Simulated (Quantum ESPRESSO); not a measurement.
# Commensurate spirals of FePt (Tetraferroplatinum), part 2 of 2

Aim: the energy of flat spin spirals of FePt (Tetraferroplatinum) that close within a few cells.

Quantum ESPRESSO 7.5; LDA; plane waves with GBRV 1.5 LDA potentials, no spin-orbit coupling, flat spiral in a supercell.

So far, absolute magnetization (μB): step 2 (parallel moments, one cell) 3.38.

## (4) One turn in 3 cells along the input cell's a (continued)

Spin moment in the atom's sphere by atom:

| atom | x (μB) | y (μB) | z (μB) | size |
| --- | --- | --- | --- | --- |
| Fe1 | 2.84 | 0.00 | 0.00 | 2.84 |
| Fe2 | -1.42 | 2.46 | 0.00 | 2.84 |
| Fe3 | -1.42 | -2.46 | 0.00 | 2.84 |
| Pt4 | 0.06 | 0.10 | 0.00 | 0.12 |
| Pt5 | -0.12 | 0.00 | 0.00 | 0.12 |
| Pt6 | 0.06 | -0.10 | 0.00 | 0.12 |

Read from the output:

```
smearing term TS       : 0.1733 eV
magnetization          : 0, 0, 0 μB
absolute magnetization : 9.29 μB
final state            : non-collinear
```

## (5) One turn in 4 cells along the input cell's a

Neighbouring cells are turned by 90° in the xy plane; the cell holds 8 atoms.

Input file pw.in:

```
&CONTROL
  calculation = 'scf'
  prefix = 'pwscf'
  outdir = './tmp'
  pseudo_dir = './pseudo'
  disk_io = 'nowf'
/
&SYSTEM
  ibrav = 0
  celldm(1) = 8
  nat = 8
  ntyp = 8
  ecutwfc = 34
  ecutrho = 238
  nbnd = 158
  occupations = 'smearing'
  smearing = 'fd'
  degauss = 0.00734986
  noncolin = .true.
  starting_magnetization(1) = 0.175
  angle1(1) = 90
  angle2(1) = 0
  starting_magnetization(2) = 0.175
  angle1(2) = 90
  angle2(2) = 90
  starting_magnetization(3) = 0.175
  angle1(3) = 90
  angle2(3) = 180
  starting_magnetization(4) = 0.175
  angle1(4) = 90
  angle2(4) = -90
  starting_magnetization(5) = 0
  starting_magnetization(6) = 0
  starting_magnetization(7) = 0
  starting_magnetization(8) = 0
/
&ELECTRONS
  conv_thr = 1.6d-08
  electron_maxstep = 150
  mixing_beta = 0.3
/
ATOMIC_SPECIES
Fe1    55.8450 fe_lda_v1.5.uspp.F.UPF
Fe2    55.8450 fe_lda_v1.5.uspp.F.UPF
Fe3    55.8450 fe_lda_v1.5.uspp.F.UPF
Fe4    55.8450 fe_lda_v1.5.uspp.F.UPF
Pt1   195.0840 pt_lda_v1.4.uspp.F.UPF
Pt2   195.0840 pt_lda_v1.4.uspp.F.UPF
Pt3   195.0840 pt_lda_v1.4.uspp.F.UPF
Pt4   195.0840 pt_lda_v1.4.uspp.F.UPF
CELL_PARAMETERS alat
   2.5733345502091    0.0000000000000    0.0000000000000
   0.0000000000000    0.6433336375523    0.0000000000000
   0.0000000000000    0.0000000000000    0.8787226479510
ATOMIC_POSITIONS crystal
Fe1     0.0000000000    0.0000000000    0.0000000000
Fe2     0.2500000000    0.0000000000    0.0000000000
Fe3     0.5000000000    0.0000000000    0.0000000000
Fe4     0.7500000000    0.0000000000    0.0000000000
Pt1     0.1250000000    0.5000000000    0.5000000000
Pt2     0.3750000000    0.5000000000    0.5000000000
Pt3     0.6250000000    0.5000000000    0.5000000000
Pt4     0.8750000000    0.5000000000    0.5000000000
K_POINTS automatic
3 8 8 0 0 0
```

Command:

```sh
> OMP_NUM_THREADS=1 mpirun -n 4 pw.x -nk 4 -in pw.in > pw.out
```

Log:

```text
     [... lines left out ...]
Program PWSCF v.7.5 starts
     [... lines left out ...]
     number of atoms/cell      =            8
     [... lines left out ...]
     number of electrons       =       128.00
     number of Kohn-Sham states=          158
     kinetic-energy cutoff     =      34.0000  Ry
     charge density cutoff     =     238.0000  Ry
     scf convergence threshold =      1.6E-08
     [... lines left out ...]
     Noncollinear calculation without spin-orbit
     [... lines left out ...]
      2 Sym. Ops. (no inversion) found
     [... lines left out ...]
     number of k points=   104  Fermi-Dirac smearing, width (Ry)=  0.0073
     [... lines left out ...]
     iteration # 24     ecut=    34.00 Ry     beta= 0.30
     [... lines left out ...]
     atom number    1 relative position :    0.0000   0.0000   0.0000
     [... lines left out ...]
     magnetization :          2.852154    0.000635    0.000000
     [... lines left out ...]
     atom number    2 relative position :    0.6433   0.0000   0.0000
[...]
magnetization :          0.000240    2.852216    0.000000
[...]
atom number    3 relative position :    1.2867   0.0000   0.0000
[...]
magnetization :         -2.852159    0.000521   -0.000000
[...]
atom number    4 relative position :    1.9300   0.0000   0.0000
[...]
magnetization :          0.000023   -2.852209   -0.000000
     [... lines left out ...]
     atom number    5 relative position :    0.3217   0.3217   0.4394
     [... lines left out ...]
     magnetization :          0.143586    0.143617    0.000000
     [... lines left out ...]
     atom number    6 relative position :    0.9650   0.3217   0.4394
     [... lines left out ...]
     magnetization :         -0.143559    0.143612    0.000000
     [... lines left out ...]
     atom number    7 relative position :    1.6083   0.3217   0.4394
     [... lines left out ...]
     magnetization :         -0.143560   -0.143536    0.000000
     [... lines left out ...]
     atom number    8 relative position :    2.2517   0.3217   0.4394
     [... lines left out ...]
     magnetization :          0.143570   -0.143534   -0.000000
     [... lines left out ...]
     the Fermi energy is    19.6787 ev
!    total energy              =   -1844.52905883 Ry
     estimated scf accuracy    <          9.0E-09 Ry
     smearing contrib. (-TS)   =      -0.01742701 Ry
     [... lines left out ...]
     total magnetization       =     0.00     0.00     0.00 Bohr mag/cell
     absolute magnetization    =    12.70 Bohr mag/cell
     convergence has been achieved in  24 iterations
```

The job ended after 19 min (4 MPI ranks of Arm Neoverse V1, shared host; peak memory 2 GiB).

Read from the output:

| Item | Value |
| --- | --- |
| smearing term TS | 0.2371 eV |
| magnetization | 0, 0.001, 0 μB |
| absolute magnetization | 12.70 μB |
| final state | non-collinear |
| largest moment | 2.852 μB |

## (6) E(q)

Spirals:

| q along the reciprocal vector | energy less that at q = 0 (meV a seeded atom) | largest site moment (μB) | typed angles kept | CPU time (s) |
| --- | --- | --- | --- | --- |
| 0 | 0 | 2.91 | yes | 297.6 |
| 0.25 | 8.637 | 2.852 | yes | 4661 |
| 0.3333 | -0.8013 | 2.841 | yes | 2598 |
| 0.5 | -1.317 | 2.834 | yes | 763.5 |

The energy less that at q = 0, self-consistent by path:

| path (Å⁻¹) | energy less that at q = 0, self-consistent (meV a seeded atom) |
| --- | --- |
| 0.000 | 0 |
| 0.577 | 8.64 |
| 0.769 | -0.801 |
| 1.154 | -1.32 |

## (7) Results

- lowest point: q = 0.5 along a*, -1.32 meV a seeded atom
- highest point: q = 0.25, 8.64 meV a seeded atom

What this shows: The state at q = 0.5 lies 1.3 meV a seeded atom under the parallel one, with neighbouring cells opposed. The moment changes by 2.6 % between the spirals. The cell of 4 repeats took 16 times the CPU time of the single cell, though its mesh is shorter in proportion. Here a and a* are vectors of the cell in the input, which need not be the conventional cell, and only this direction was probed. The mesh is coarse, so differences of some ten meV can be noise in a metal. Energies are free energies at an electronic temperature of 1160 K, which lowers moments and differences where the moments are itinerant. The cutoff lies under the 40 Ry that these files are usually run at.

[Logs and program files are shortened in this print: banners, set-up blocks, solver, clock and traceback lines can be left out without a mark of their own.]

[Logs are printed without paths, hosts, clocks, repeated set-up lines and the standing remarks that a program may print on its own settings, such as how far it seeks lower states.]

[Hosts, paths, dates, database ids (printed as entryN), source tags and the programs' standing remarks are cut or masked in the printed files.]

[Where a cell is said to come from a database of computed structures, the database is the Materials Project.]
